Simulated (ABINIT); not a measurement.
Records of electronic-structure calculations.

```xyz
2
Lattice="0.000 2.917 2.917 2.916 0.000 2.916 2.916 2.917 0.000" Properties=species:S:1:pos:R:3 pbc="T T T" subject="Quasiparticle gap of CdS (Hawleyite) in ABINIT" method="RPA screening on PBE with spin-orbit coupling, plane waves, norm-conserving pseudopotentials (and 2 further levels or steps)" program="ABINIT 10.8.3" settings="cutoff 47 Ha, PseudoDojo fully relativistic 0.4 standard, norm-conserving, ngkpt (4, 4, 4), nband 218, ecuteps 5.5 Ha, shiftk (0, 0, 0), symchi 1, awtr 1, frequency ppm, 4×4×4 k-mesh" cost="5 runs, 12 min in all on 8 MPI ranks of AMD EPYC 7R43, shared host" notes="The program’s warnings: Neglecting <n,k|[Vnl,iqr]|m,k>. The cell and positions come from the Crystallography Open Database and are kept as given unless a step says otherwise. Limits: screening head approximate. The 4×4×4 mesh is coarse for this cell, which bears on the long-range parts of exchange and screening." pbe_gap="1.13 eV, direct" g0w0_gap_on_the_mesh="2.04 eV" gw_settings="4×4×4 mesh, 218 bands, screening to 149.7 eV, Godby-Needs plasmon pole" known_limits="short of the basis limit; screening head approximate; coarse k mesh"
Cd    0.000    0.000    0.000
S     1.458    1.458    1.458
```

[Long decimals in the printed logs are rounded to 6 places.]

[Logs are printed without paths, hosts, clocks, repeated set-up lines and the standing remarks that a program may print on its own settings, such as how far it seeks lower states.]

[Paths, hosts, dates, memory and timing lines, banners, echoed tables and standing remarks are left out of the program output; an Ansatz launch command may be rebuilt from the run's recorded settings. Measured values are a selection of at most five: reports struck by readers or far from the other reports are left out. None is set beside runs whose start may be inverted or whose files or cutoffs have a known fault.]

[Runs of the session that timed out or met a known fault of the program may be left out.]

[Hosts, paths, dates, database ids (printed as entryN), source tags and the programs' standing remarks are cut or masked in the printed files.]

[G0W0 gaps are taken among the corrected bands and points alone; a level outside them can change the order at an edge.]

[Where Ansatz stands beside ABINIT at settings called matched, ABINIT's density can come from a denser mesh and the files from another edition; pairs whose starting gaps differed by over 0.03 eV were left out, so agreement reads better than it is.]
